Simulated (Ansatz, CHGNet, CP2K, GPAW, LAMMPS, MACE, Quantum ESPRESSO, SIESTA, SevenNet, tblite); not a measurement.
# GPAW on glassy 69SiO2-19Al2O3-6SrO-6Li2O (mol %) (106 atoms): settings against a plane-wave reference

How do the settings of GPAW change the result for glassy 69SiO2-19Al2O3-6SrO-6Li2O (mol %) (106 atoms)? A plane-wave run serves as the yardstick.

Main program and level: GPAW 26.7.0; the method is named at each step.

## 1. Starting point

The cell holds 106 atoms: 22 Si, 12 Al, 2 Sr, 4 Li and 66 O. Its edges and angles: a = 10.593 Å, b = 10.593 Å, c = 10.593 Å, α = 90.0°, β = 90.0°, γ = 90.0°. 106 atoms (22 Si, 12 Al, 2 Sr, 4 Li, 66 O) placed at random at 3.07 g/cm³, melted at 4000 K for 10 ps at fixed volume with the Morse and Coulomb pair potential with partial charges (Pedone, Malavasi, Menziani, Cormack and Segre, J. Phys. Chem. B 110, 11780 (2006)). Quenched from 4000 K to 300 K at 50 K/ps and fixed volume, held 5 ps.

The yardstick, on the same geometry:

- method: Kohn-Sham DFT, PBE, PAW, plane waves (Ansatz 0.2.0); cutoff 420 eV, Γ point, fermi-dirac smearing of 0.05 eV; PAW set soft_2
- r.m.s. force component: 1.347 eV/Å
- longest force: 5.677 eV/Å
- pressure: 6.753 GPa
- gap (highest filled to lowest empty level): 3.279 eV
- SCF cycles: 9
- time: 11 s on 8 threads of Arm Neoverse V1, shared host
- CPU time: 78 s

## 2. PBE, LCAO dzp, h 0.18 Å

Method: Kohn-Sham DFT, PBE, PAW, atomic orbitals (dzp).

run.py

```python
import numpy as np
from ase.io import read
from gpaw import GPAW, FermiDirac
from ase.parallel import parprint as print

atoms = read("structure.xyz")
atoms.calc = GPAW(
    mode="lcao",
    basis="dzp",
    h=0.18,
    xc="PBE",
    kpts={"size": (1, 1, 1), "gamma": True},
    occupations=FermiDirac(0.05),
    maxiter=200,
    symmetry={"point_group": False},
    txt="gpaw.txt",
)
energy = atoms.get_potential_energy(force_consistent=True)
forces = atoms.get_forces()
print(f"energy {energy:.6f} eV")
print("forces (eV/A)")
for i, (a, f) in enumerate(zip(atoms, forces)):
    print(f"{i:4d} {a.symbol:2s} {f[0]:10.5f} {f[1]:10.5f} {f[2]:10.5f}")
print(f"Fermi level {atoms.calc.get_fermi_level():.4f} eV")
for k in range(len(atoms.calc.get_ibz_k_points())):
    for s in range(atoms.calc.get_number_of_spins()):
        e = atoms.calc.get_eigenvalues(kpt=k, spin=s)
        n = np.searchsorted(e, atoms.calc.get_fermi_level())
        print(f"k {k} spin {s} levels about the Fermi level:", np.round(e[max(n - 6, 0):n], 4).tolist(), "|", np.round(e[n:n + 6], 4).tolist())
```

structure.xyz

```xyz
106
Lattice="10.59320 0.00000 0.00000 0.00000 10.59320 0.00000 0.00000 0.00000 10.59320" Properties=species:S:1:pos:R:3 pbc="T T T"
Si 7.91598 7.22234 1.70614
Si 1.41070 4.02912 4.51069
Si 3.83389 9.71990 7.61111
Si 7.97159 10.37032 5.60010
Si 5.66207 6.01831 6.55518
Si 6.57297 1.79745 2.69216
Si 2.88696 4.86429 9.07043
Si 8.95221 5.03791 10.57742
Si 4.64025 7.53494 9.87721
Si 9.23346 3.26038 2.45021
Si 4.99957 9.80030 4.80677
Si 9.47572 4.83558 5.94935
Si 7.13441 5.33495 3.74713
Si 1.48040 1.02002 7.25963
Si 7.31524 8.05528 8.21969
Si 3.89014 2.09872 5.27626
Si 9.53049 0.56970 10.21439
Si 5.14353 3.99671 1.45434
Si 7.02997 10.11036 0.95254
Si 3.50275 0.89025 0.52362
Si 1.13750 9.13346 2.95593
Si 4.07118 9.00581 2.15455
Al 6.83007 2.58538 5.93579
Al 4.46376 2.24502 8.35486
Al 2.36112 6.45401 6.57139
Al 1.94481 4.91281 1.40212
Al 0.14905 6.59776 8.50125
Al 6.80708 0.74513 8.62943
Al 6.58685 4.05211 9.12636
Al 0.37140 7.52891 0.52701
Al 10.25316 7.81958 5.44829
Al 10.34627 1.04290 4.43283
Al 1.35307 2.40391 10.33462
Al 1.48305 9.51778 9.46185
Sr 9.63166 2.86769 7.88388
Sr 3.79290 6.41143 3.71673
Li 9.89384 9.26725 7.77181
Li 10.54903 6.21514 2.84894
Li 0.66038 1.26673 2.01779
Li 7.40602 7.74882 4.92722
O 3.94512 8.53092 8.75104
O 10.22890 2.35858 3.26715
O 3.98167 10.48663 1.75445
O 0.94894 0.02436 3.61567
O 8.44416 1.16568 9.20538
O 5.08325 2.78421 6.04459
O 10.48981 10.17329 9.29278
O 6.58494 9.73356 5.16122
O 4.08474 1.78368 10.02212
O 6.21228 7.47891 9.37191
O 5.66609 4.10465 10.56841
O 7.78145 5.97584 0.75381
O 4.39300 0.76017 4.67404
O 3.71387 4.73357 1.68962
O 1.05635 7.89702 9.51333
O 7.57075 1.07669 6.46312
[... 46 atom lines left out ...]
O 5.28092 2.51080 1.97436
O 7.40242 6.78897 3.18898
O 4.07997 6.40677 6.35423
O 3.87192 6.15613 9.55846
```

Launch:

```
OMP_NUM_THREADS=1 mpirun -np 2 gpaw python run.py > output.txt
```

Log:

```text
energy -730.509318 eV
forces (eV/A)
   0 Si    0.47563    1.29878   -0.88223
   1 Si    2.58818    0.68919    0.51302
   2 Si    0.67645    0.81793    1.26547
   3 Si    2.64385    1.18018   -2.00652
   4 Si    1.01698    0.96380    1.38575
   5 Si    1.39603    2.79497    0.70082
   6 Si   -0.32616    4.73862    4.07679
   7 Si   -1.52461    3.00849    3.52815
   8 Si    1.71715    0.14322   -0.92354
   9 Si   -4.68155    0.89962    0.80559
  10 Si    0.99039    3.07425    0.17925
  11 Si   -0.04770    0.53665    0.46156
  12 Si   -0.00994   -3.78050   -3.63980
  13 Si    1.43488    2.42577    1.22382
  14 Si   -4.02857    1.25982    0.30530
  15 Si   -4.96400    1.49344    1.68485
  16 Si   -1.47471   -2.28313   -0.75967
  17 Si    0.52296    2.21544    0.86714
  18 Si    1.05506   -0.46666   -0.02914
  19 Si   -1.73408   -1.82943    1.68328
  20 Si   -1.79459    2.01593   -1.95738
  21 Si   -1.16796   -1.08040   -2.05914
  22 Al    0.76935    0.82801   -1.00891
  23 Al   -0.34288   -1.29854   -0.14442
[...]
98 O    -0.31153    0.08737   -1.17385
  99 O     0.20774   -0.47926    1.61581
 100 O    -0.47234   -0.75683    0.14101
 101 O    -0.60698   -2.66483    1.64111
 102 O    -1.29671   -2.75705    0.58617
 103 O     0.23782    3.69458    1.67547
 104 O     0.79077    0.35453   -0.85330
 105 O    -0.61909   -1.80689    0.63594
Fermi level 6.0699 eV
k 0 spin 0 levels about the Fermi level: [3.8043, 3.9639, 4.0074, 4.0271, 4.4098, 4.4482] | [7.5414, 8.6014, 8.8364, 8.9306, 9.1306, 9.4308]
```

gpaw.txt:

```text
Input parameters:
  mode=LCAO(),
  basis={'default': 'dzp'},
  h=0.18,
  kpts=MonkhorstPack(size=(1, 1, 1), gamma=True),
  maxiter=200,
  occupations=Occupations(name='fermi-dirac', width=0.05, fixmagmom=False),
  symmetry=Symmetry(point_group=False),
  xc=XC(name='PBE')
Unit cell  # Å
| periodic |         x |         y |         z |   lengths |    angles |
|----------|-----------|-----------|-----------|-----------|-----------|
|      yes | 10.593200 |  0.000000 |  0.000000 | 10.593200 | 90.000000 |
|      yes |  0.000000 | 10.593200 |  0.000000 | 10.593200 | 90.000000 |
|      yes |  0.000000 |  0.000000 | 10.593200 | 10.593200 | 90.000000 |
Number of symmetries: 1
Symmetry operations  # r_c * U_cc + t_c -> r_c
|   | kind |            matrix            |
|---|------|------------------------------|
| 0 |  E   |  1, 0, 0,  0, 1, 0,  0, 0, 1 |
BZ-sampling:
  Number of BZ points: 1
  Number of IBZ points: 1
  Monkhorst-Pack size: [1, 1, 1]
  Monkhorst-Pack shift: [0, 0, 0]
[... lines left out ...]
        l=0, rc=2.2969 Bohr: 2s-dz split-valence wave
        l=1, rc=2.8906 Bohr: 2p-dz split-valence wave
        l=2, rc=5.3906 Bohr: d-type Gaussian polarization
      Number of RI-basis functions 0
Reference energy: -561241.595855  # eV
eigensolver:
density mixing:
  MSR1-Mixer
occupation numbers:
  Fermi-Dirac:
    width: 0.0500  # eV
FastPoissonSolver using
    Stencil: 6*3+1=19 point O(h^6) finite-difference Laplacian
xc functional:
  name: PBE with 2 nearest neighbor stencil
interpolation: tri-quintic # 5. degree polynomial
Initialization done in: 8.825 s
convergence criteria:
- Maximum [total energy] change in last 3 cyles: 0.0005 eV / valence electron
- Maximum integral of absolute [dens]ity change: 0.0001 electrons / valence electron
- Maximum integral of absolute [eigenst]ate change: 4e-08 eV^2 / valence electron
maximum number of iterations: 200
SCF iterations
|iter     |      energy | eigst |  dens |
|---------|-------------|-------|-------|
|iter:   1| -797.210653 |      c|       |
|iter:   2| -780.269691 |      c| -0.77 |
|iter:   3| -729.697412 |      c| -0.82 |
|iter:   4| -730.256617 |      c| -1.45 |
|iter:   5| -730.536812 |      c| -1.75 |
|iter:   6| -730.510243 |      c| -2.49 |
|iter:   7| -730.509449c|      c| -3.11 |
|iter:   8| -730.509336c|      c| -3.59 |
|iter:   9| -730.509318c|      c| -4.08c|
Converged in 9 steps
SCF loop duration: 119.334 s (13.259 s/step)
Energy contributions relative to reference atoms: (reference = -561241.595855)
Energy contributions:
  Kinetic:         945.831367
  Coulomb:        -802.402471
  Zero:              8.496785
  External:          0.000000
  Xc:             -882.434999
  Entropy:          -0.000000
  Spinorbit:         0.000000
  ----------------------------
  Free energy:    -730.509318
  Extrapolated:   -730.509318
dipole moment: (26.852765, 7.191274, 98.926050)  # |e|*Ang
Fermi level: 6.070
Eigenvalues  # (at kpt = [0.000, 0.000, 0.000])
| band index |      eig [eV] | occ [0-2] |
|------------|---------------|-----------|
|          0 |       -30.310 |     2.000 |
|        ... |               |           |
|        264 |         3.639 |     2.000 |
|        265 |         3.712 |     2.000 |
[...]
|        279 |         9.678 |     0.000 |
|        ... |               |           |
|        330 |        12.955 |     0.000 |
Gap: 3.093 eV
Transition (v -> c):
  (s=0, k=0, n=271, [0.00, 0.00, 0.00]) -> (s=0, k=0, n=272, [0.00, 0.00, 0.00])
No difference between direct/indirect transitions
Force computation time: 37.467  # s
```

It took 2.8 min on 2 MPI ranks of Arm Neoverse V1, shared host; peak memory 2.3 GiB; 5.6 min of CPU time.

Banners, paths, timers and routine set-up lines are dropped from the logs unmarked, and long logs keep their key lines alone; longer cuts are marked.

Against the reference:

```yaml
r_m_s_force_component: 1.575 eV/Å
r_m_s_difference_of_force_components: 339.9 meV/Å
longest_difference_of_force_vectors: 1151 meV/Å
force_difference_over_r_m_s_force: 25.23 %
slope_of_forces_against_the_reference_s: 1.152
correlation_of_force_components: 0.985
spacing_of_highest_filled_and_lowest_empty_level: 3.093 eV
gap_difference: -0.1855 eV
```

This run lies far from the reference in forces at the same functional. Basis and potentials both differ; the latter hold 544 valence electrons against the reference's 552.

Length of the force difference by element (eV/Å):

| element | atoms | mean | most |
| --- | --- | --- | --- |
| Al | 12 | 0.35 | 0.54 |
| Li | 4 | 0.12 | 0.16 |
| O | 66 | 0.66 | 1.2 |
| Si | 22 | 0.33 | 0.61 |
| Sr | 2 | 0.17 | 0.19 |

Levels nearest the highest filled one (eV from it): -0.64, -0.48, -0.44, -0.42, -0.04, 0.00, 3.09, 4.15, 4.39, 4.48, 4.68, 4.98.

Local excerpt of 9 atoms (numbers count through the whole input) about Al30, which has 5 bonded neighbours where the commonest count for Al is 4; x, y, z are measured from there.

| atom | x | y | z | distance (Å) | bonds | Fx | Fy | Fz (eV/Å) |
| --- | --- | --- | --- | --- | --- | --- | --- | --- |
| Al30 | 0.00 | 0.00 | 0.00 | 0.00 | 5 | -2.07 | 1.15 | 1.73 |
| O92 | 1.15 | -0.91 | 0.84 | 1.69 | 3 | 1.30 | -2.32 | 1.56 |
| O55 | 0.68 | 0.37 | -1.61 | 1.79 | 3 | -0.61 | -2.33 | -1.13 |
| O82 | -1.49 | -0.14 | 1.13 | 1.87 | 3 | 3.10 | 0.68 | 0.54 |
| O63 | 0.34 | 1.66 | 0.85 | 1.90 | 2 | -0.27 | -0.06 | -0.91 |
| O77 | -0.80 | -1.59 | -1.05 | 2.06 | 3 | 1.86 | 0.92 | -0.49 |
| Li38 | -0.42 | -1.31 | 2.32 | 2.70 | 4 | 0.02 | 0.38 | 0.06 |
| Al27 | -0.22 | -0.93 | -2.62 | 2.79 | 4 | -0.91 | -0.12 | -2.10 |
| Al34 | 1.11 | 1.99 | -1.66 | 2.82 | 4 | 0.82 | 1.60 | 0.30 |

Atoms are counted from 1 here, from 0 in the log.

Forces lie 25 % from the reference's, at 4.3 times its CPU time (on 2 against 8 cores).

## 3. PBE, grid h 0.2 Å

Method: Kohn-Sham DFT, PBE, PAW, finite differences on a real-space grid.

Edit run.py of step 2 so:

```diff
@@ -7,5 +7,4 @@
 atoms.calc = GPAW(
-    mode="lcao",
-    basis="dzp",
-    h=0.18,
+    mode="fd",
+    h=0.2,
     xc="PBE",
@@ -15,2 +14,3 @@
     symmetry={"point_group": False},
+    nbands=327,
     txt="gpaw.txt",
```

structure.xyz is that of step 2.

Log:

```text
energy -800.417369 eV
forces (eV/A)
   0 Si    0.41121    1.24884   -0.74947
   1 Si    2.70977    0.99538    0.37266
   2 Si    0.59182    0.86536    1.21763
   3 Si    2.55463    1.04895   -2.06732
   4 Si    1.07583    0.98978    1.25312
   5 Si    1.33102    2.71099    0.65668
[...]
103 O     0.30814    3.23206    1.41055
 104 O     0.94271    0.21653   -0.78877
 105 O    -0.60183   -1.71147    0.63602
Fermi level 5.5548 eV
k 0 spin 0 levels about the Fermi level: [3.6319, 3.7985, 3.8514, 3.8589, 4.2431, 4.2689] | [7.5978, 8.6367, 8.8867, 8.973, 9.129, 9.4695]
```

gpaw.txt:

```text
Input parameters:
  mode=FD(),
  h=0.2,
  kpts=MonkhorstPack(size=(1, 1, 1), gamma=True),
  maxiter=200,
  nbands=327,
  occupations=Occupations(name='fermi-dirac', width=0.05, fixmagmom=False),
[... lines left out ...]
  Converge bands: occupied
[... lines left out ...]
  Fermi-Dirac:
[... lines left out ...]
convergence criteria:
- Maximum [total energy] change in last 3 cyles: 0.0005 eV / valence electron
[... lines left out ...]
Converged in 15 steps
[... lines left out ...]
  Free energy:    -800.417369
[... lines left out ...]
Fermi level: 5.555
[... lines left out ...]
|        ... |               |           |
|        264 |         3.462 |     2.000 |
|        265 |         3.549 |     2.000 |
[...]
|        279 |         9.685 |     0.000 |
|        ... |               |           |
|        326 |        13.164 |     0.000 |
Gap: 3.329 eV
Transition (v -> c):
  (s=0, k=0, n=271, [0.00, 0.00, 0.00]) -> (s=0, k=0, n=272, [0.00, 0.00, 0.00])
No difference between direct/indirect transitions
Force computation time: 6.265  # s
```

The job ended after 4.4 min (2 MPI ranks; peak memory 2.3 GiB; 8.8 min of CPU time).

Against the reference:

```yaml
r_m_s_force_component: 1.449 eV/Å
r_m_s_difference_of_force_components: 149.6 meV/Å
longest_difference_of_force_vectors: 631.8 meV/Å
force_difference_over_r_m_s_force: 11.1 %
slope_of_forces_against_the_reference_s: 1.072
correlation_of_force_components: 0.9969
spacing_of_highest_filled_and_lowest_empty_level: 3.329 eV
gap_difference: 0.0502 eV
```

Against the first run (25 %), the force difference from the reference is 11 %, at 1.6 times the CPU time (15 SCF steps against 9).

The forces add up to 0.51 eV/Å instead of zero, usually a sign of too coarse a grid.

## 4. PBE, LCAO sz(dzp), h 0.18 Å

Method: Kohn-Sham DFT, PBE, PAW, atomic orbitals (sz(dzp)).

Edit run.py of step 3 so:

```diff
@@ -3,3 +3,2 @@
 from gpaw import GPAW, FermiDirac
-from ase.parallel import parprint as print
 
@@ -7,4 +6,5 @@
 atoms.calc = GPAW(
-    mode="fd",
-    h=0.2,
+    mode="lcao",
+    basis="sz(dzp)",
+    h=0.18,
     xc="PBE",
@@ -14,3 +14,2 @@
     symmetry={"point_group": False},
-    nbands=327,
     txt="gpaw.txt",
```

structure.xyz is that of step 3.

Launch:

```
OMP_NUM_THREADS=1 python run.py > output.txt
```

Log:

```text
energy -573.798220 eV
forces (eV/A)
   0 Si   -1.39469    2.84841   -0.33410
   1 Si    2.83564   -0.78323   -0.10200
   2 Si    0.36898   -0.64798    1.06785
   3 Si    2.23373    0.43624   -1.43910
   4 Si    0.64690    0.35028    0.85635
   5 Si    0.61309    1.81763    1.25766
   6 Si    0.10808    4.94357    4.76066
   7 Si   -1.01346    2.57303    3.40817
   8 Si    1.68771   -0.13110   -0.04107
   9 Si   -3.42128    0.93493    0.77505
  10 Si    1.64883    2.89663   -0.48971
  11 Si   -0.79958    0.01125   -0.54915
[...]
101 O    -0.89937   -3.37650    1.90641
 102 O    -1.71882   -3.44589    0.54922
 103 O     0.43930    4.61424    2.24916
 104 O    -0.83815    0.63671   -1.35764
 105 O    -0.84167   -2.25023    0.57843
Fermi level 7.1958 eV
k 0 spin 0 levels about the Fermi level: [5.256, 5.3952, 5.4547, 5.4967, 5.8324, 5.904] | [8.3677, 9.8957, 9.9135, 10.0151, 10.2532, 10.5921]
```

gpaw.txt:

```text
Input parameters:
  mode=LCAO(),
  basis={'default': 'sz(dzp)'},
  h=0.18,
  kpts=MonkhorstPack(size=(1, 1, 1), gamma=True),
  maxiter=200,
  occupations=Occupations(name='fermi-dirac', width=0.05, fixmagmom=False),
  symmetry=Symmetry(point_group=False),
  xc=XC(name='PBE')
[... lines left out ...]
  Fermi-Dirac:
[... lines left out ...]
convergence criteria:
- Maximum [total energy] change in last 3 cyles: 0.0005 eV / valence electron
[... lines left out ...]
Converged in 10 steps
[... lines left out ...]
  Free energy:    -573.798220
[... lines left out ...]
Fermi level: 7.196
[... lines left out ...]
|          0 |       -29.029 |     2.000 |
|        ... |               |           |
|        264 |         5.119 |     2.000 |
|        265 |         5.149 |     2.000 |
[...]
|        279 |        10.870 |     0.000 |
|        ... |               |           |
|        330 |        14.894 |     0.000 |
Gap: 2.464 eV
Transition (v -> c):
  (s=0, k=0, n=271, [0.00, 0.00, 0.00]) -> (s=0, k=0, n=272, [0.00, 0.00, 0.00])
No difference between direct/indirect transitions
Force computation time: 12.745  # s
timing:  # [seconds]
  Total:  83.391  # ━━━━━━━━━━━━━━━━━━━━━━━━━━━━━━━━━━━━━━━━━━━━━━━━━━━━━━━━━
  Init:   11.094  # ━━━━━━━╸
  SCF:    59.514  # ━━━━━━━━━━━━━━━━━━━━━━━━━━━━━━━━━━━━━━━━╸
  Forces: 12.745  # ━━━━━━━━╸
```

Wall time 85 s (1 thread); peak memory 1.5 GiB.

Against the reference:

| Quantity | Value |
| --- | --- |
| r.m.s. force component | 2.034 eV/Å |
| r.m.s. difference of force components | 1076 meV/Å |
| longest difference of force vectors | 3846 meV/Å |
| force difference over r.m.s. force | 79.85 % |
| slope of forces against the reference's | 1.32 |
| correlation of force components | 0.8747 |
| gap (highest filled to lowest empty level) | 2.464 eV |
| gap difference | -0.815 eV |

This is a coarse setting, run to see what it loses.

Against the first run (25 %), the force difference from the reference is 80 %, at 0.25 times the CPU time (on 1 against 2 cores), with 430 basis functions against 1378: the smaller basis costs accuracy.

## 5. Side by side

Differences are against the plane-wave reference, forces as r.m.s. over components; share is that over the reference's r.m.s. force, slope the least-squares factor from reference forces to these. Total energies of different programs have different zeros and aren't compared.

| run | Δ force, r.m.s. (meV/Å) | share (%) | slope | Δ gap (eV) | cores | CPU time | memory (GiB) |
| --- | --- | --- | --- | --- | --- | --- | --- |
| reference | - | - | - | - | 8 | 78 s | 1.6 |
| GPAW PBE, LCAO dzp, h 0.18 Å | 340 | 25.2 | 1.152 | -0.185 | 2 | 5.6 min | 2.3 |
| GPAW PBE, grid h 0.2 Å | 150 | 11.1 | 1.072 | 0.0502 | 2 | 8.8 min | 2.3 |
| GPAW PBE, LCAO sz(dzp), h 0.18 Å (coarse) | 1076 | 79.8 | 1.320 | -0.815 | 1 | 85 s | 1.5 |

Rows marked coarse were listed beforehand as settings not expected to be converged; some can still land near the reference.

CPU time is summed over cores on a shared host, where runs went side by side, so it is rough. Symmetry, cutoffs, thresholds, outputs and thread counts weren't matched or tuned between programs; memory under MPI is the largest rank's times the ranks.

## 6. What came out

| Item | Value |
| --- | --- |
| nearest in forces | GPAW PBE, grid h 0.2 Å, 11 % |
| its CPU time | 8.8 min |

In words: PBE on plane waves or a grid with other potentials, cutoffs or grids, coarse settings apart, differs from the reference by 11 % (GPAW PBE, grid h 0.2 Å) of the r.m.s. force; potentials, valence shells or grid differ, and the table alone doesn't part them. The PBE run in local orbitals, coarse settings apart, differs by 25 % (GPAW PBE, LCAO dzp, h 0.18 Å); basis, grid and potentials can all enter. Runs with settings chosen to be coarse differ by 80 % (GPAW PBE, LCAO sz(dzp), h 0.18 Å), their programs' other errors included. None of the electronic-structure runs in the table takes under half the reference's CPU time of 78 s; they take 1.1 to 6.7 times as much. GPAW PBE, LCAO dzp, h 0.18 Å stiffens the forces by a factor of 1.15 while following their directions (correlation 0.985). At the same functional, gaps differ from the reference's 3.28 eV by between -0.81 and +0.05 eV. The potentials hold different valence shells: 552 electrons in the reference, 544 in GPAW; this bears on time and differences. The quench rate of 50 K/ps is many orders above laboratory rates, so the cell is likely richer in defects and strain than a real sample. The network of bonds at the start is that of the classical potential that made the cell, and needn't be the one that DFT or experiment would give. The reference's stress is far from hydrostatic: its diagonal is 5.7, 8.9, 5.7 GPa, compression counted positive. The electronic-structure runs sample only Γ, in a cell whose shortest periodic width is 11 Å.

[Also dropped from logs without a mark: logging warnings of Python, and SIESTA's first energy breakdown and zero terms.]

[Logs are printed without paths, hosts, clocks, repeated set-up lines and the standing remarks that a program may print on its own settings, such as how far it seeks lower states.]

[Hosts, paths, dates, database ids (printed as entryN), source tags and the programs' standing remarks are cut or masked in the printed files.]
